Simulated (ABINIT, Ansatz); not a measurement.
# ScHO2 (R-3m): bands and cutoff in G0W0 with ABINIT

Aim: raise bands and screening cutoff together for ScHO2 (R-3m) and follow gap and time.

Main program and level: ABINIT 10.8.3; PBEsol and many-body steps on it, plane waves.

## 1. Set-up

The structure is trigonal, space group R-3m (No. 166). The conventional cell has a = 3.233 Å, b = 3.233 Å, c = 13.593 Å, α = 90.00°, β = 90.00°, γ = 120.00°. Nearest to Sc lie 6 O at 2.14 Å. Nearest to H lie 2 O at 1.22 Å. Nearest to O lie 1 H at 1.22 Å and 3 Sc at 2.14 Å. Farther neighbours and most contacts between anions are not listed.

The cell and positions are those that the Materials Project relaxed with its own functionals (PBE, PBE+U or r2SCAN), kept fixed.

## 2. Empty states on the mesh, 4×4×4 mesh, 142 bands

This step: ABINIT 10.8.3; DFT, PBEsol, plane waves, norm-conserving pseudopotentials.

The sums over transitions need many empty states on a uniform mesh; this step solves for them.

Input file run.abi:

```
acell 3*1.0 Angstrom
rprim 
  1.616589043500 0.933338119408 4.530924155205
  -1.616589043500 0.933338119408 4.530924155205
  0.000000000000 -1.866676238893 4.530924155189
ntypat 3
znucl 21 1 8
natom 4
typat 1 2 3 3
xred 
  0.000000000000 0.000000000000 0.000000000000
  0.500000000000 0.500000000000 0.500000000000
  0.589701000000 0.589701000000 0.589701000000
  0.410299000000 0.410299000000 0.410299000000
pp_dirpath "pseudos"
pseudos "Sc.upf, H.upf, O.upf"
ecut 36
ngkpt 4 4 4
nshiftk 1
shiftk 0 0 0
kptopt 1
chksymbreak 0
irdden 1
istwfk *1
nband 142
prtvol 0
optdriver 6
gwr_task "HDIAGO"
paral_kgb 0
occopt 1
indata_prefix "in"
outdata_prefix "out"
tmpdata_prefix "tmp"
```

Launch:

```console
$ OMP_NUM_THREADS=1 mpirun -n 4 abinit run.abi > log
```

The program printed:

```text
.Version 10.8.3 of ABINIT. v10.8.2 released Aug 2026.

 Symmetries : space group R-3 m (#166); Bravais hR (rhombohedral)
[... echo of the input left out ...]
== DATASET  1 ==================================================================
-   mpi_nproc: 4, omp_nthreads: 1 (-1 if OMP is not activated)

--- !DatasetInfo
iteration_state: {dtset: 1, }
dimensions: {natom: 4, nkpt: 13, mband: 142, nsppol: 1, nspinor: 1, nspden: 1, mpw: 2864, }
cutoff_energies: {ecut:  36.0, pawecutdg:  -1.0, }
[...]
Indirect band gap semiconductor
 Fundamental gap:     4.075 (eV)
   VBM:     3.067 (eV) at k: [ 5.0000E-01,  5.0000E-01,  5.0000E-01]
   CBM:     7.142 (eV) at k: [ 5.0000E-01,  5.0000E-01,  0.0000E+00]
 Direct gap:         4.632 (eV) at k: [ 2.5000E-01,  2.5000E-01,  0.0000E+00]

== END DATASET(S) ==============================================================
================================================================================

 -outvars: echo values of variables after computation  --------
           etotal      0.0000000000E+00
            nband         142
             nkpt          13
          spgroup         166
 [... the other variables as echoed above ...]

 Calculation completed.
```

Run time: 2.2 min. Hardware: 4 MPI ranks of Arm Neoverse N1, shared host; peak memory 2 GiB.

Numbers from this step:

| Property | Result |
| --- | --- |
| gap | 4.075 eV |
| k of the valence top | 0.5, 0.5, 0.5 |
| k of the conduction bottom | 0.5, 0.5, 0 |
| least direct gap | 4.632 eV |
| k points computed | 13 |
| lowest point of the top converged band, above the valence top | 109.4652 eV |

On this mesh the gap is 4.075 eV.

The density comes from a self-consistent run that is not shown.

## 3. Screening, 4×4×4 mesh, 27 bands, screening to 76.2 eV

The RPA dielectric matrix is built and inverted for each q.

This step: RPA screening on PBEsol, plane waves, norm-conserving pseudopotentials.

Edit run.abi of step 2 so:

```diff
@@ -22,10 +22,11 @@
 chksymbreak 0
-irdden 1
 istwfk *1
-nband 142
-prtvol 0
-optdriver 6
-gwr_task "HDIAGO"
-paral_kgb 0
 occopt 1
+irdwfk 1
+optdriver 3
+nband 27
+ecuteps 2.8
+inclvkb 2
+awtr 1
+symchi 1
 indata_prefix "in"
```

The program printed:

```text
.Version 10.8.3 of ABINIT. v10.8.2 released Aug 2026.

 Symmetries : space group R-3 m (#166); Bravais hR (rhombohedral)
[... echo of the input left out ...]
== DATASET  1 ==================================================================
-   mpi_nproc: 4, omp_nthreads: 1 (-1 if OMP is not activated)

--- !DatasetInfo
iteration_state: {dtset: 1, }
dimensions: {natom: 4, nkpt: 13, mband: 27, nsppol: 1, nspinor: 1, nspden: 1, mpw: 2864, }
cutoff_energies: {ecut:  36.0, pawecutdg:  -1.0, }
electrons: {nelect:   2.40000000E+01, charge:   0.00000000E+00, occopt:   1.00000000E+00, tsmear:   1.00000000E-02, }

 SCREENING: Calculation of the susceptibility and dielectric matrices

 Based on a program developped by R.W. Godby, V. Olevano, G. Onida, and L. Reining.
 Incorporated in ABINIT by V. Olevano, G.-M. Rignanese, and M. Torrent.
.Using double precision arithmetic ; gwpc =  8

[... cell and pseudopotentials left out ...]
--------------------------------------------------------------------------------

 ==== K-mesh for the wavefunctions ====
 Number of points in the irreducible wedge :    13
[... list of points left out ...]
 Together with 12 symmetry operations and time-reversal symmetry
 yields    64 points in the full Brillouin Zone.

 ==== Q-mesh for the screening function ====
 Number of points in the irreducible wedge :    13
[... list of points left out ...]
 Together with 12 symmetry operations and time-reversal symmetry
 yields    64 points in the full Brillouin Zone.

 setmesh: FFT mesh size selected  =    32x   32x   32
          total number of points  =        32768

 vcoul_init : cutoff-mode = AUXILIARY_FUNCTION
 q-points for optical limit:   1
     1)      0.000010    0.000020    0.000030

- screening: taking advantage of time-reversal symmetry
- Maximum band index for partially occupied states nbvw = 12
- Remaining bands to be divided among processors   nbcw = 15
- Number of bands treated by each node ~3

 Number of electrons calculated from density =   24.0000; Expected =   24.0000
 average of density, n =  0.086704
 r_s =    1.4016
 omega_plasma =   28.4037 [eV]

 calculating chi0 at frequencies [eV] :
  1    0.000000E+00    0.000000E+00
  2    0.000000E+00    2.840368E+01

--------------------------------------------------------------------------------
  q-point number  1        q = ( 0.000000, 0.000000, 0.000000) [r.l.u.]
--------------------------------------------------------------------------------
[... chi0 elements left out ...]
 For q-point:  0.000010 0.000020 0.000030
  dielectric constant =   3.9468
  dielectric constant without local fields =   4.1678

  Average fulfillment of the sum rule on Im[epsilon] for q-point    1 :     28.15  [%]
[... wings left out ...]
  q-point number  2        q = ( 0.250000, 0.000000, 0.000000) [r.l.u.]
--------------------------------------------------------------------------------
[... chi0 elements left out ...]
  Average fulfillment of the sum rule on Im[epsilon] for q-point    2 :     42.86  [%]

 [... 11 further q-points ...]
```

It took 22 s on 4 MPI ranks; peak memory 0.78 GiB.

Numbers from this step:

```
ε∞ with local fields, on this mesh, along the program's q direction : 3.947
the same without local fields                                       : 4.168
plasma frequency                                                    : 28.40 eV
plane waves in the screening matrix                                 : 61
```

Local fields lower ε∞ by 5 %.

## 4. 27 bands, 76.2 eV

The self-energy is evaluated for the states that the input lists, and the levels follow from it, in one-shot runs by the linearised quasiparticle equation.

This step: G0W0 on PBEsol, plane waves, norm-conserving pseudopotentials.

Edit run.abi of step 3 so:

```diff
@@ -25,8 +25,21 @@
 irdwfk 1
-optdriver 3
+optdriver 4
 nband 27
+gwcalctyp 0
+ecutsigx 36
+symsigma 1
+nkptgw 4
+kptgw 
+  0.5000000000 0.5000000000 0.5000000000
+  0.5000000000 0.5000000000 0.0000000000
+  0.2500000000 0.2500000000 0.0000000000
+  0.0000000000 0.0000000000 0.0000000000
+bdgw 
+  11 14
+  11 14
+  11 14
+  10 15
 ecuteps 2.8
-inclvkb 2
-awtr 1
-symchi 1
+irdscr 1
+ppmodel 1
 indata_prefix "in"
```

The program printed:

```text
.Version 10.8.3 of ABINIT. v10.8.2 released Aug 2026.

 Symmetries : space group R-3 m (#166); Bravais hR (rhombohedral)
[... echo of the input left out ...]
== DATASET  1 ==================================================================
-   mpi_nproc: 4, omp_nthreads: 1 (-1 if OMP is not activated)

--- !DatasetInfo
iteration_state: {dtset: 1, }
dimensions: {natom: 4, nkpt: 13, mband: 27, nsppol: 1, nspinor: 1, nspden: 1, mpw: 2864, }
cutoff_energies: {ecut:  36.0, pawecutdg:  -1.0, }
electrons: {nelect:   2.40000000E+01, charge:   0.00000000E+00, occopt:   1.00000000E+00, tsmear:   1.00000000E-02, }

 SIGMA: Calculation of the GW corrections

 Based on a program developped by R.W. Godby, V. Olevano, G. Onida, and L. Reining.
 Incorporated in ABINIT by V. Olevano, G.-M. Rignanese, and M. Torrent.
.Using double precision arithmetic ; gwpc =  8

[... cell and pseudopotentials left out ...]
--------------------------------------------------------------------------------

 ==== K-mesh for the wavefunctions ====
 Number of points in the irreducible wedge :    13
[... list of points left out ...]
 Together with 12 symmetry operations and time-reversal symmetry
 yields    64 points in the full Brillouin Zone.

 ==== Q-mesh for screening function ====
 Number of points in the irreducible wedge :    13
[... list of points left out ...]
 Together with 12 symmetry operations and time-reversal symmetry
 yields    64 points in the full Brillouin Zone.

 vcoul_init : cutoff-mode = AUXILIARY_FUNCTION
 q-points for optical limit:   1
     1)      0.000010    0.000020    0.000030
 setmesh: FFT mesh size selected  =    50x   50x   50
          total number of points  =       125000

 Number of electrons calculated from density =   24.0000; Expected =   24.0000
 average of density, n =  0.086704
 r_s =    1.4016
 omega_plasma =   28.4037 [eV]

 === KS Band Gaps ===
  >>>> For spin  1
   Minimum direct gap =   4.6318 [eV], located at k-point      :   0.2500  0.2500  0.0000
   Fundamental gap    =   4.0754 [eV], Top of valence bands at :   0.5000  0.5000  0.5000
                                       Bottom of conduction at :   0.5000  0.5000  0.0000
 SIGMA fundamental parameters:
 PLASMON POLE MODEL  1
 number of plane-waves for SigmaX                 2831
 number of plane-waves for SigmaC and W             61
 number of plane-waves for wavefunctions          2831
 number of bands                                    27
 number of independent spin polarizations            1
 number of spinorial components                      1
 number of k-points in IBZ                          13
 number of q-points in IBZ                          13
 number of symmetry operations                      12
 number of k-points in BZ                           64
 number of q-points in BZ                           64
 number of frequencies for dSigma/dE                 9
 frequency step for dSigma/dE [eV]                0.25
 number of omega for Sigma on real axis              0
 max omega for Sigma on real axis  [eV]           0.00
 zcut for avoiding poles [eV]                     0.10

 EPSILON^-1 parameters (SCR file):
 dimension of the eps^-1 matrix on file             61
 dimension of the eps^-1 matrix used                61
 number of plane-waves for wavefunctions          2831
 number of bands                                    27
 number of q-points in IBZ                          13
 number of frequencies                               2
 number of real frequencies                          1
 number of imag frequencies                          1

 matrix elements of self-energy operator (all in [eV])

 Perturbative Calculation

--- !SelfEnergy_ee
iteration_state: {dtset: 1, }
kpoint     : [   0.500,    0.500,    0.500, ]
spin       : 1
KS_gap     :    4.934
QP_gap     :    8.112
Delta_QP_KS:    3.178
data: !SigmaeeData |
     Band     E0 <VxcDFT>   SigX SigC(E0)      Z dSigC/dE  Sig(E)    E-E0       E
       11   3.067 -19.951 -25.357   5.077   0.782  -0.279 -20.208  -0.257   2.809
       12   3.067 -19.951 -25.357   5.077   0.782  -0.279 -20.208  -0.257   2.809
       13   8.001 -17.845  -9.591  -4.618   0.803  -0.245 -14.925   2.920  10.921
       14   8.001 -17.845  -9.591  -4.618   0.803  -0.245 -14.925   2.920  10.921

--- !SelfEnergy_ee
iteration_state: {dtset: 1, }
kpoint     : [   0.500,    0.500,    0.000, ]
spin       : 1
KS_gap     :    4.687
QP_gap     :    7.536
Delta_QP_KS:    2.848
data: !SigmaeeData |
     Band     E0 <VxcDFT>   SigX SigC(E0)      Z dSigC/dE  Sig(E)    E-E0       E
       11   1.905 -18.813 -24.581   5.183   0.780  -0.282 -19.269  -0.456   1.449
       12   2.455 -19.523 -24.644   4.704   0.788  -0.268 -19.851  -0.329   2.126
[...]
--- !SelfEnergy_ee
iteration_state: {dtset: 1, }
kpoint     : [   0.250,    0.250,    0.000, ]
spin       : 1
KS_gap     :    4.632
QP_gap     :    7.484
Delta_QP_KS:    2.853
data: !SigmaeeData |
     Band     E0 <VxcDFT>   SigX SigC(E0)      Z dSigC/dE  Sig(E)    E-E0       E
[...]
--- !SelfEnergy_ee
iteration_state: {dtset: 1, }
kpoint     : [   0.000,    0.000,    0.000, ]
spin       : 1
KS_gap     :    4.782
QP_gap     :    7.385
Delta_QP_KS:    2.603
data: !SigmaeeData |
     Band     E0 <VxcDFT>   SigX SigC(E0)      Z dSigC/dE  Sig(E)    E-E0       E
[...]
13   7.804 -15.155  -8.027  -4.214   0.816  -0.225 -12.776   2.379  10.183
       14   7.972 -17.763  -9.560  -4.583   0.805  -0.243 -14.851   2.913  10.885
       15   7.972 -17.763  -9.560  -4.583   0.805  -0.243 -14.851   2.913  10.885

== END DATASET(S) ==============================================================
================================================================================

 -outvars: echo values of variables after computation  --------
           etotal      0.0000000000E+00
            nband          27
             nkpt          13
          spgroup         166
 [... the other variables as echoed above ...]

 Calculation completed.
```

Elapsed: 11 s, on 4 MPI ranks; peak memory 0.89 GiB; 43 s of CPU time.

Numbers from this step:

```yaml
g0w0_gap_on_the_mesh: 6.852 eV
starting_gap_on_the_mesh: 4.075 eV
k_of_the_valence_top: 0.5, 0.5, 0.5
k_of_the_conduction_bottom: 0.5, 0.5, 0
z_at_the_valence_top: 0.782
z_at_the_conduction_bottom: 0.815
least_direct_g0w0_gap_on_the_computed_points: 7.386 eV
```

The gap on the mesh goes from 4.08 eV to 6.85 eV, a correction of +2.78 eV.

## 5. Screening, 4×4×4 mesh, 61 bands, screening to 141.5 eV

This step: RPA screening on PBEsol, plane waves, norm-conserving pseudopotentials.

Edit run.abi of step 4 so:

```diff
@@ -25,21 +25,8 @@
 irdwfk 1
-optdriver 4
-nband 27
-gwcalctyp 0
-ecutsigx 36
-symsigma 1
-nkptgw 4
-kptgw 
-  0.5000000000 0.5000000000 0.5000000000
-  0.5000000000 0.5000000000 0.0000000000
-  0.2500000000 0.2500000000 0.0000000000
-  0.0000000000 0.0000000000 0.0000000000
-bdgw 
-  11 14
-  11 14
-  11 14
-  10 15
-ecuteps 2.8
-irdscr 1
-ppmodel 1
+optdriver 3
+nband 61
+ecuteps 5.2
+inclvkb 2
+awtr 1
+symchi 1
 indata_prefix "in"
```

The program printed:

```text
.Version 10.8.3 of ABINIT. v10.8.2 released Aug 2026.

 Symmetries : space group R-3 m (#166); Bravais hR (rhombohedral)
[... echo of the input left out ...]
== DATASET  1 ==================================================================
-   mpi_nproc: 4, omp_nthreads: 1 (-1 if OMP is not activated)

--- !DatasetInfo
iteration_state: {dtset: 1, }
dimensions: {natom: 4, nkpt: 13, mband: 61, nsppol: 1, nspinor: 1, nspden: 1, mpw: 2864, }
cutoff_energies: {ecut:  36.0, pawecutdg:  -1.0, }
electrons: {nelect:   2.40000000E+01, charge:   0.00000000E+00, occopt:   1.00000000E+00, tsmear:   1.00000000E-02, }

 SCREENING: Calculation of the susceptibility and dielectric matrices

 Based on a program developped by R.W. Godby, V. Olevano, G. Onida, and L. Reining.
 Incorporated in ABINIT by V. Olevano, G.-M. Rignanese, and M. Torrent.
.Using double precision arithmetic ; gwpc =  8

[... cell and pseudopotentials left out ...]
--------------------------------------------------------------------------------

 ==== K-mesh for the wavefunctions ====
 Number of points in the irreducible wedge :    13
[... list of points left out ...]
 Together with 12 symmetry operations and time-reversal symmetry
 yields    64 points in the full Brillouin Zone.

 ==== Q-mesh for the screening function ====
 Number of points in the irreducible wedge :    13
[... list of points left out ...]
 Together with 12 symmetry operations and time-reversal symmetry
 yields    64 points in the full Brillouin Zone.

 setmesh: FFT mesh size selected  =    36x   36x   36
          total number of points  =        46656

 vcoul_init : cutoff-mode = AUXILIARY_FUNCTION
 q-points for optical limit:   1
     1)      0.000010    0.000020    0.000030

- screening: taking advantage of time-reversal symmetry
- Maximum band index for partially occupied states nbvw = 12
- Remaining bands to be divided among processors   nbcw = 49
- Number of bands treated by each node ~12

 Number of electrons calculated from density =   24.0000; Expected =   24.0000
 average of density, n =  0.086704
 r_s =    1.4016
 omega_plasma =   28.4037 [eV]

 calculating chi0 at frequencies [eV] :
  1    0.000000E+00    0.000000E+00
  2    0.000000E+00    2.840368E+01

--------------------------------------------------------------------------------
  q-point number  1        q = ( 0.000000, 0.000000, 0.000000) [r.l.u.]
--------------------------------------------------------------------------------
[... chi0 elements left out ...]
 For q-point:  0.000010 0.000020 0.000030
  dielectric constant =   3.9213
  dielectric constant without local fields =   4.2708

  Average fulfillment of the sum rule on Im[epsilon] for q-point    1 :     52.86  [%]
[... wings left out ...]
  q-point number  2        q = ( 0.250000, 0.000000, 0.000000) [r.l.u.]
--------------------------------------------------------------------------------
[... chi0 elements left out ...]
  Average fulfillment of the sum rule on Im[epsilon] for q-point    2 :     64.78  [%]

 [... 11 further q-points ...]
```

Elapsed: 1.7 min, on 4 MPI ranks; peak memory 1.3 GiB.

This step gave:

* ε∞ with local fields, on this mesh, along the program's q direction: 3.921
* the same without local fields: 4.271
* plasma frequency: 28.40 eV
* plane waves in the screening matrix: 159

(Continued in part 2 of 2.)

[Paths, hosts, dates, memory and timing lines, banners, echoed tables and standing remarks are left out of the program output.]

[Logs are printed without paths, hosts, clocks, repeated set-up lines and the standing remarks that a program may print on its own settings, such as how far it seeks lower states.]

[Runs of the session that timed out or met a known fault of the program may be left out.]

[Hosts, paths, dates, database ids (printed as entryN), source tags and the programs' standing remarks are cut or masked in the printed files.]

[G0W0 gaps are taken among the corrected bands and points alone; a level outside them can change the order at an edge.]

[Where Ansatz stands beside ABINIT at settings called matched, ABINIT's density can come from a denser mesh and the files from another edition; pairs whose starting gaps differed by over 0.03 eV were left out, so agreement reads better than it is.]
